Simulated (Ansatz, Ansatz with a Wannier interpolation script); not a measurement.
## From a coarse GW mesh to bands everywhere: BiOCl (P4/nmm)

Wanted: quasiparticle gap and band widths of BiOCl (P4/nmm) over the whole zone.

Program: Ansatz 0.2.0. Level of theory: LDA, Wannier functions and G0W0, plane waves, PAW. Results are calculated unless marked as measured.

**The experiments to reproduce.**

- Gap 3.36 eV: optical gap from Kubelka-Munk/Tauc analysis; UV-vis diffuse reflectance; powder (solvothermal hierarchical microspheres made without additive) (“Hydrothermal Crystallization of Bismuth Oxychlorides (BiOCl) Using Different Shape Control Reagents”, 2021, pmc:8123882).

- Gap 3.44 eV: optical gap from Tauc plot; UV-vis diffuse reflectance; powder (hydrothermal powder) (“Synergistic Piezo-Photocatalysis of BiOCl/NaNbO3 Heterojunction Piezoelectric Composite for High-Efficient Organic Pollutant Degradation”, 2022, pmc:8839476).

Report form: the programs' logs are mostly left out.

### 1. Starting point

It takes space group P4/nmm (No. 129, tetragonal). The conventional cell has a = 3.886 Å, b = 3.886 Å, c = 7.349 Å, α = 90.00°, β = 90.00°, γ = 90.00°. Nearest to Bi lie 4 O at 2.31 Å and 4 Cl at 3.06 Å. Cl has 4 Bi at 3.06 Å nearest. O has 4 Bi at 2.31 Å nearest. Farther neighbours and most contacts between anions are not listed.

The cell and positions come from the Crystallography Open Database and are kept as given unless a step says otherwise. Spin-orbit coupling is left out unless a step names it. The default PAW set here is soft_2. Its files were made with PBE.

### 2. LDA bands

The cheap functional maps the bands first; the places of the edges decide which points the dearer methods must see.

This step: DFT, LDA, plane waves, PAW.

Input file input.yaml:

```yaml
crystal:
  lattice:
    - [3.88551, 0.0, 0.0]
    - [0.0, 3.88551, 0.0]
    - [0.0, 0.0, 7.3489]
  atoms:
    - { symbol: Bi, position: [0.5, 0.0, 0.32904] }
    - { symbol: Bi, position: [0.0, 0.5, 0.67096] }
    - { symbol: Cl, position: [0.0, 0.5, 0.1472] }
    - { symbol: Cl, position: [0.5, 0.0, 0.8528] }
    - { symbol: O, position: [0.0, 0.0, 0.5] }
    - { symbol: O, position: [0.5, 0.5, 0.5] }
kpoints:
  mp_grid: { grid: [4, 4, 2] }
  band_path:
    path:
      - [[0.0, 0.0, 0.0], [0.0, 0.5, 0.0], [0.5, 0.5, 0.0], [0.0, 0.0, 0.0], [0.0, 0.0, 0.5], [0.0, 0.5, 0.5], [0.5, 0.5, 0.5], [0.0, 0.0, 0.5]]
      - [[0.0, 0.5, 0.0], [0.0, 0.5, 0.5]]
      - [[0.5, 0.5, 0.0], [0.5, 0.5, 0.5]]
    npoints: 10
hamiltonian:
  xc: lda
scf:
  occupations: { method: fermi_dirac, width: 0.02 }
  n_extra_bands: 59
output:
  eigenvalues: true
  fatbands: true
  write_density: true
  write_potential: true
  elf: true
  volumetric_format: npy
```

Run with:

```console
ansatz run input.yaml --threads 3 --pin off --max-ram 92160MiB --backend cuda --events-out ev --progress --plain --runs-dir out --devices 1 --max-vram 13GiB
```

The job ended after 13 s (1 × NVIDIA H100 80GB HBM3 (shared by 6 runs) with 3 threads of AMD EPYC 7R13 (Zen 3), shared host; peak memory 0.98 GiB).

Numbers from this step:

```yaml
filled_bands: 28
gap: 2.490 eV
valence_top_at: k = (0.000, 0.400, 0.500)
conduction_bottom_at: Z
least_direct_gap: 2.850 eV
```

The gap is indirect, with the least direct gap 0.36 eV higher.

The electronic bands at the labelled points (eV, zero at the top of the highest nominally filled band):

| point | band 25 | band 26 | band 27 | band 28 | band 29 | band 30 | band 31 | band 32 |
| --- | --- | --- | --- | --- | --- | --- | --- | --- |
| Γ | -1.05 | -1.05 | -0.99 | -0.80 | 2.99 | 3.67 | 5.22 | 5.22 |
| halfway | -1.02 | -0.51 | -0.41 | -0.28 | 4.21 | 4.57 | 4.74 | 4.92 |
| X | -0.90 | -0.90 | -0.10 | -0.10 | 4.49 | 4.49 | 5.11 | 5.11 |
| halfway | -1.03 | -1.03 | -0.70 | -0.70 | 4.49 | 4.49 | 5.32 | 5.32 |
| M | -0.70 | -0.70 | -0.67 | -0.67 | 4.01 | 4.01 | 5.72 | 5.72 |
| halfway | -0.83 | -0.62 | -0.52 | -0.40 | 3.86 | 4.93 | 5.09 | 5.44 |
| Γ | -1.05 | -1.05 | -0.99 | -0.80 | 2.99 | 3.67 | 5.22 | 5.22 |
| halfway | -0.89 | -0.89 | -0.74 | -0.55 | 2.73 | 3.27 | 5.23 | 5.23 |
| Z | -0.76 | -0.76 | -0.41 | -0.36 | 2.49 | 2.83 | 5.23 | 5.23 |
| halfway | -0.86 | -0.78 | -0.57 | -0.18 | 3.97 | 4.21 | 5.08 | 5.17 |
| R | -0.71 | -0.71 | -0.08 | -0.08 | 4.29 | 4.29 | 5.19 | 5.19 |
| halfway | -0.94 | -0.94 | -0.64 | -0.64 | 4.00 | 4.00 | 5.69 | 5.69 |
| A | -1.39 | -1.39 | -0.67 | -0.67 | 4.43 | 4.43 | 5.95 | 5.95 |
| halfway | -0.95 | -0.80 | -0.60 | -0.33 | 3.37 | 4.71 | 5.22 | 5.48 |
| Z | -0.76 | -0.76 | -0.41 | -0.36 | 2.49 | 2.83 | 5.23 | 5.23 |
| jump to X | -0.90 | -0.90 | -0.10 | -0.10 | 4.49 | 4.49 | 5.11 | 5.11 |
| halfway | -0.79 | -0.79 | -0.09 | -0.09 | 4.39 | 4.39 | 5.15 | 5.15 |
| R | -0.71 | -0.71 | -0.08 | -0.08 | 4.29 | 4.29 | 5.19 | 5.19 |
| jump to M | -0.70 | -0.70 | -0.67 | -0.67 | 4.01 | 4.01 | 5.72 | 5.72 |
| halfway | -1.02 | -1.02 | -0.67 | -0.67 | 4.22 | 4.22 | 5.84 | 5.84 |
| A | -1.39 | -1.39 | -0.67 | -0.67 | 4.43 | 4.43 | 5.95 | 5.95 |

Valence density in the ac plane at fractional y = 0.000, with atoms of Bi and Cl and O within 0.2 Å of it. It is the smooth field of the valence electrons, not physical close to the nuclei.

Ten steps, logarithmic in the rise over the least value, from '_' (0.0 e/Å³) to '@' (7.7 e/Å³), each cell a mean:
```
______::--==++++++==--..____
____..--==********++==::..__
____::--++****==****++--..__
__..::--++**++--****++--..__
__..::--++**********==--..__
____..::==++****++++--::..__
........::--======--::......
::........::::::::..........
----::..................::--
**++==::..________....--==**
%%%%**--::..........::==**%%
@@@@##==--::::::::::--++##@@
@@%%**==----======----++##@@
##**++====**######++====++**
====--==**%%@@@@%%##++======
::::::==**%%@@@@@@%%**--::::
....::==**%%@@@@@@%%++--::..
__....--++##%%%%%%**==--..__
____..::--++******==--::..__
______..::--------::::..____
________......::....________
____________......__________
__________..........________
______....::------::..______
```
Columns run along a (3.9 Å), rows up along c (7.3 Å). Atoms in or near the plane, at fractional coordinates: Bi at (0.50, 0.33), Cl at (0.50, 0.85), O at (0.00, 0.50).

Electrostatic potential energy in the ac plane at fractional y = 0.000, with atoms of Bi and Cl and O within 0.2 Å of it. With pseudopotentials it is smooth inside the atoms' cores, unlike the true potential.

Values in eV, 24 rows by 14 columns, each cell a mean:
```
 14  14  14  13  11   5  -2  -5  -1   7  12  14  14  14
 14  14  14  11   4 -13 -27 -32 -25  -7   7  12  14  14
 14  14  13   9  -5 -31 -44 -47 -42 -23   1  11  13  14
 13  13  12   9  -7 -34 -45 -49 -44 -26  -1  10  13  13
 13  13  12  10   0 -23 -37 -40 -34 -15   4  11  13  13
 12  12  12  11   8  -2 -13 -17 -11   2   9  12  12  12
 12  12  12  12  12  10   7   6   8  10  12  12  12  12
 12  12  12  13  13  13  12  12  12  13  13  13  12  12
 11  12  12  13  13  13  13  13  13  13  13  13  12  12
 -6   1  10  12  13  12  12  12  12  13  13  12   8  -2
-32 -24  -1  11  12  11  10  10  11  11  12  10  -9 -26
-50 -37 -12   8   9   7   5   4   6   8  10   5 -22 -41
-41 -31  -8   7   5  -1  -6  -8  -5   1   6   5 -17 -34
-15  -8   5   4  -5 -24 -41 -47 -37 -17  -2   6   2 -10
  8   9   7   0 -19 -52 -68 -71 -67 -41 -12   3   8   9
 11  11   6  -4 -30 -66 -72 -72 -72 -57 -20   0   8  11
 12  11   7  -3 -26 -62 -72 -72 -71 -52 -17   1   8  11
 12  11   8   2 -12 -39 -59 -64 -56 -29  -7   4   9  11
 13  12  10   7   0 -10 -21 -25 -19  -6   3   8  11  12
 13  13  12  10   7   4   1   0   2   5   8  11  12  13
 14  14  13  12  11  10   9   9   9  10  11  13  13  14
 14  14  14  13  13  12  12  12  12  13  13  14  14  14
 14  14  14  14  14  13  13  13  13  13  14  14  14  14
 14  15  14  14  13  12  11  11  11  13  14  14  15  15
```
Columns run along a (3.9 Å; values clipped at the 3rd and 97th percentile), rows up along c (7.3 Å). Atoms in or near the plane, at fractional coordinates: Bi at (0.50, 0.33), Cl at (0.50, 0.85), O at (0.00, 0.50).

### 3. Wannier functions (Bi:6p Cl:3p O:2p) on 8×8×4

Localised functions give a small Hamiltonian that interpolates between mesh points at no cost.

This step: maximally localised Wannier functions, LDA, plane waves, PAW.

input.yaml, the sections that differ from step 2:

```yaml
kpoints:
  mp_grid: { grid: [4, 4, 2] }
scf:
  occupations: { method: fixed }
  n_extra_bands: 59
output:
  wannier:
    kmesh: [8, 8, 4]
    projections:
      - { species: Bi, l: p, shell: 6 }
      - { species: Cl, l: p, shell: 3 }
      - { species: O, l: p, shell: 2 }
    minimise: true
    write_hr: true
    seedname: w
    conv_tol: 1.0e-07
    max_iter: 4000
    disentanglement:
      window: [2.45, 15.99]
      frozen_window: [2.45, 12.99]
      conv_tol: 1.0e-08
# crystal, hamiltonian: as in step 2
```

Elapsed: 17 s, on 1 × NVIDIA H100 80GB HBM3 (shared by 6 runs) with 3 threads; peak memory 1.1 GiB.

w.win, one line in 2:

```text
! ansatz wannier90 interface
! states of the run's bands (counted from 1): 1-35
num_wann  = 18
conv_tol = 1e-7
dis_win_min = 2.45
dis_froz_min = 2.45
dis_num_iter = 10000
guiding_centres = true

Ang
                      0.0                  3.88551                      0.0
end unit_cell_cart
begin atoms_frac
Bi                       0.0                      0.5                  0.67096
Cl                       0.5                      0.0                   0.8528
O                        0.5                      0.5                      0.5
```

Numbers from this step:

| Property | Result |
| --- | --- |
| gauge-invariant spread | 30.94 Å² |
| diagonal spread | 0.03266 Å² |
| off-diagonal spread | 1.158 Å² |
| total spread | 32.13 Å² |
| least projectability | 0.4751 |
| localisation steps | 50 |
| disentanglement steps | 21 |
| r.m.s. interpolation error | 4.68e-4 eV |
| r.m.s. error near the gap | 5.38e-4 eV |

Near the gap the model misses directly solved bands by 0.5 meV r.m.s. and by 8 meV at most in the window tested. This tests the starting bands, not the corrections carried with them.

Wannier functions, by row:

| function | x (Å) | y (Å) | z (Å) | spread (Å²) | nearest atom | distance (Å) |
| --- | --- | --- | --- | --- | --- | --- |
| 1 | 2.095 | 0.079 | 2.201 | 2.751 | Bi1 | 0.277 |
| 2 | 1.791 | 0.081 | 2.201 | 2.751 | Bi1 | 0.277 |
| 3 | 1.942 | -0.162 | 2.198 | 2.757 | Bi1 | 0.273 |
| 4 | 0.153 | 2.021 | 5.148 | 2.751 | Bi2 | 0.277 |
| 5 | -0.151 | 2.024 | 5.148 | 2.75 | Bi2 | 0.277 |
| 6 | -0.001 | 1.781 | 5.151 | 2.757 | Bi2 | 0.273 |
| 7 | 0 | 1.943 | 1.087 | 1.411 | Cl3 | 0.005 |
| 8 | 0 | 1.943 | 1.077 | 1.375 | Cl3 | 0.005 |
| 9 | 0 | 1.943 | 1.077 | 1.375 | Cl3 | 0.005 |
| 10 | 1.943 | 0 | 6.262 | 1.411 | Cl4 | 0.005 |
| 11 | 1.943 | 0 | 6.272 | 1.375 | Cl4 | 0.005 |
| 12 | 1.943 | 0 | 6.272 | 1.375 | Cl4 | 0.005 |
| 13 | 0.064 | 0.001 | 3.64 | 1.195 | O5 | 0.073 |
| 14 | -0.064 | 0.001 | 3.64 | 1.195 | O5 | 0.073 |
| 15 | 0 | -0.002 | 3.743 | 1.256 | O5 | 0.069 |
| 16 | 2.007 | 1.944 | 3.709 | 1.195 | O6 | 0.073 |
| 17 | 1.878 | 1.944 | 3.709 | 1.195 | O6 | 0.073 |
| 18 | 1.943 | 1.94 | 3.606 | 1.256 | O6 | 0.069 |

Frozen up to 5.39 eV; above it the model need not follow the bands. The electronic bands at the labelled points (eV, zero at the valence-band top):

(Unchanged from step 2.)

The same for Kohn-Sham, solved directly:

| point | band 25 | band 26 | band 27 | band 28 | band 29 | band 30 | band 31 | band 32 |
| --- | --- | --- | --- | --- | --- | --- | --- | --- |
| Γ | -1.05 | -1.05 | -0.99 | -0.80 | 2.99 | 3.67 | 5.22 | 5.22 |
| X | -0.90 | -0.90 | -0.10 | -0.10 | 4.49 | 4.49 | 5.11 | 5.11 |
| M | -0.70 | -0.70 | -0.67 | -0.67 | 4.01 | 4.01 | 5.72 | 5.72 |
| Γ | -1.05 | -1.05 | -0.99 | -0.80 | 2.99 | 3.67 | 5.22 | 5.22 |
| Z | -0.76 | -0.76 | -0.41 | -0.36 | 2.49 | 2.83 | 5.23 | 5.23 |
| R | -0.71 | -0.71 | -0.08 | -0.08 | 4.29 | 4.29 | 5.19 | 5.19 |
| A | -1.39 | -1.39 | -0.67 | -0.67 | 4.43 | 4.43 | 5.95 | 5.95 |
| Z | -0.76 | -0.76 | -0.41 | -0.36 | 2.49 | 2.83 | 5.23 | 5.23 |
| X | -0.90 | -0.90 | -0.10 | -0.10 | 4.49 | 4.49 | 5.11 | 5.11 |
| R | -0.71 | -0.71 | -0.08 | -0.08 | 4.29 | 4.29 | 5.19 | 5.19 |
| M | -0.70 | -0.70 | -0.67 | -0.67 | 4.01 | 4.01 | 5.72 | 5.72 |
| A | -1.39 | -1.39 | -0.67 | -0.67 | 4.43 | 4.43 | 5.95 | 5.95 |

### 4. G0W0 at every point of the mesh: 4×4×2 mesh, 462 empty bands, screening to 150 eV

Now the one-shot GW correction: screening in the RPA, then the self-energy of the levels asked for.

This step: G0W0 on LDA, plane waves, PAW.

input.yaml, the sections that differ from step 3:

```yaml
scf:
  occupations: { method: fixed }
gw:
  n_empty_bands: 462
  ecut_chi: 150.0
  qp_bands: [v12, c5]
  screening: { model: contour_deformation }
# crystal, kpoints, hamiltonian: as in step 3
# output: removed
```

Wall time 28 s (1 × NVIDIA H100 80GB HBM3 (shared by 6 runs) with 3 threads); peak memory 1.5 GiB.

Numbers from this step:

| Property | Result |
| --- | --- |
| bands summed | 490 |
| RPA ε∞ on this mesh (eigenvalues) | 5.293, 6.630, 6.630 |
| plane waves in the screening matrix | 459 |
| q-points in the mesh | 32 |
| G0W0 gap on the mesh | 3.683 eV |
| k of the valence top | 0, 0.25, -0.5 |
| k of the conduction bottom | 0, 0, -0.5 |
| starting gap on the mesh | 2.570 eV |
| Z at the valence top | 0.7518 |
| Z at the conduction bottom | 0.8116 |
| least direct G0W0 gap on the computed points | 3.872 eV |

The gap on the mesh goes from 2.57 eV to 3.68 eV, a correction of +1.11 eV, though a band edge has moved to another state. The start differs from the 2.49 eV found before because this mesh misses an edge.

### 5. Interpolating the corrections

A script adds the corrections, carried to the Wannier functions and back, to the LDA levels, along the path and on a 13×13×9 mesh.

| Quantity | Value |
| --- | --- |
| G0W0 gap over the zone | 3.583 eV |
| conduction bottom at | Z |
| starting gap over the zone | 2.489 eV |
| least direct G0W0 gap | 3.872 eV |
| G0W0 gap on the mesh | 3.683 eV |
| valence width, start | 5.005 eV |
| valence width, G0W0 | 4.918 eV |
| gap by a rigid shift | 3.602 eV |

Levels solved directly plus the interpolated quasiparticle correction. Limits: finite bands, cutoff and mesh; no spin-orbit coupling; coarse k mesh. Quasiparticle bands along the path, in eV, zero at the valence-band top of each set:

```
    point  band 25  band 26  band 27  band 28  band 29  band 30
        Γ    -1.20    -1.20    -1.10    -0.80     4.13     4.82
  halfway    -1.33    -0.78    -0.44    -0.32     5.48     5.83
        X    -1.12    -1.12    -0.11    -0.11     5.72     5.72
  halfway    -1.23    -1.23    -0.80    -0.80     5.73     5.73
        M    -0.95    -0.95    -0.40    -0.40     5.20     5.20
  halfway    -0.91    -0.76    -0.67    -0.47     5.04     6.26
        Γ    -1.20    -1.20    -1.10    -0.80     4.13     4.82
  halfway    -1.12    -1.12    -0.87    -0.56     3.86     4.41
        Z    -1.04    -1.04    -0.67    -0.29     3.59     4.00
  halfway    -1.08    -0.90    -0.78    -0.10     5.19     5.46
        R    -0.82    -0.82    -0.15    -0.15     5.49     5.49
  halfway    -1.02    -1.02    -0.87    -0.87     5.21     5.21
        A    -1.78    -1.78    -0.40    -0.40     5.61     5.61
  halfway    -0.83    -0.80    -0.70    -0.48     4.54     6.03
        Z    -1.04    -1.04    -0.67    -0.29     3.59     4.00
jump to X    -1.12    -1.12    -0.11    -0.11     5.72     5.72
  halfway    -0.96    -0.96    -0.14    -0.14     5.60     5.60
        R    -0.82    -0.82    -0.15    -0.15     5.49     5.49
jump to M    -0.95    -0.95    -0.40    -0.40     5.20     5.20
  halfway    -1.31    -1.31    -0.40    -0.40     5.40     5.40
        A    -1.78    -1.78    -0.40    -0.40     5.61     5.61
```

The same for LDA:

```csv
point,band 25,band 26,band 27,band 28,band 29,band 30
Γ,-1.05,-1.05,-0.99,-0.80,2.99,3.67
X,-0.90,-0.90,-0.10,-0.10,4.49,4.49
M,-0.70,-0.70,-0.67,-0.67,4.01,4.01
Γ,-1.05,-1.05,-0.99,-0.80,2.99,3.67
Z,-0.76,-0.76,-0.41,-0.36,2.49,2.83
R,-0.71,-0.71,-0.08,-0.08,4.29,4.29
A,-1.39,-1.39,-0.67,-0.67,4.43,4.43
Z,-0.76,-0.76,-0.41,-0.36,2.49,2.83
X,-0.90,-0.90,-0.10,-0.10,4.49,4.49
R,-0.71,-0.71,-0.08,-0.08,4.29,4.29
M,-0.70,-0.70,-0.67,-0.67,4.01,4.01
A,-1.39,-1.39,-0.67,-0.67,4.43,4.43
```

(Continued in part 2 of 2.)

[Paths, hosts, dates, memory and timing lines, banners, echoed tables and standing remarks are left out of the program output.]

[Logs are printed without paths, hosts, clocks, repeated set-up lines and the standing remarks that a program may print on its own settings, such as how far it seeks lower states.]

[Runs of the session that timed out or met a known fault of the program may be left out.]

[Hosts, paths, dates, database ids (printed as entryN), source tags and the programs' standing remarks are cut or masked in the printed files.]
